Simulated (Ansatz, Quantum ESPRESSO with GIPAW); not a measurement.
# C_Q, η_Q and the second-order shift of 33S in ZnS (Wurtzite-2H)

A plane-wave PAW calculation (PBE, Ansatz) gives this electric field gradient, in 10²¹ V/m² and Cartesian axes, at one S site of ZnS (Wurtzite-2H) (atom 3; bound to Zn4; site symmetry 3m):

```
     -0.0989        0.0000        0.0000
      0.0000       -0.0989        0.0000
      0.0000        0.0000        0.1977
```

33S has spin 3/2, Q = -0.0694 barn and |γ|/2π = 3.2717 MHz/T. The cell is the P6_3mc form of a database entry, atoms relaxed, static and at 0 K. 

**Task.** Find C_Q, η_Q and ν_Q, and the shift and width of the central transition under fast MAS at 16.4 T and 20 T.

1. The tensor is symmetric and traceless. Its eigenvalues, ordered by size, are V_xx = -0.0989, V_yy = -0.0989 and V_zz = 0.1977.

2. η_Q = (V_xx − V_yy)/V_zz = 0.000.

3. C_Q = eQV_zz/h. One unit of 10²¹ V/m² with one barn gives 24.18 MHz, so C_Q = 24.18 × −0.0694 × 0.1977 = -0.332 MHz. A spectrum shows its size, not its sign.

4. ν_Q = 3C_Q/[2I(2I−1)] = 0.166 MHz in size, and P_Q = |C_Q|√(1 + η²/3) = 0.332 MHz.

5. The resonances lie at ν0 = 53.66 and 65.43 MHz, so ν_Q/ν0 is 0.003 at most and second order holds. The centre of gravity moves by δ_Q = −(3/40)(P_Q/ν0)² F × 10⁶ ppm, with F = [I(I+1) − 3/4]/[I²(2I−1)²] = 0.3333: -0.956 ppm at 16.4 T and -0.643 ppm at 20 T.

6. Summing the second-order term over orientations gives a full width of 2.05 ppm (0.11 kHz) and 1.38 ppm (0.090 kHz). In ppm both fall as 1/B²: (16.4/20)² = 0.672. The spinning rate must pass the static width for this shape to show cleanly.

[Banner, clock, file and message-heading lines were taken out of the pw.x and gipaw.x logs.]

[Logs are printed without paths, hosts, clocks, repeated set-up lines and the standing remarks that a program may print on its own settings, such as how far it seeks lower states.]

[Hosts, paths, dates, database ids (printed as entryN), source tags and the programs' standing remarks are cut or masked in the printed files.]
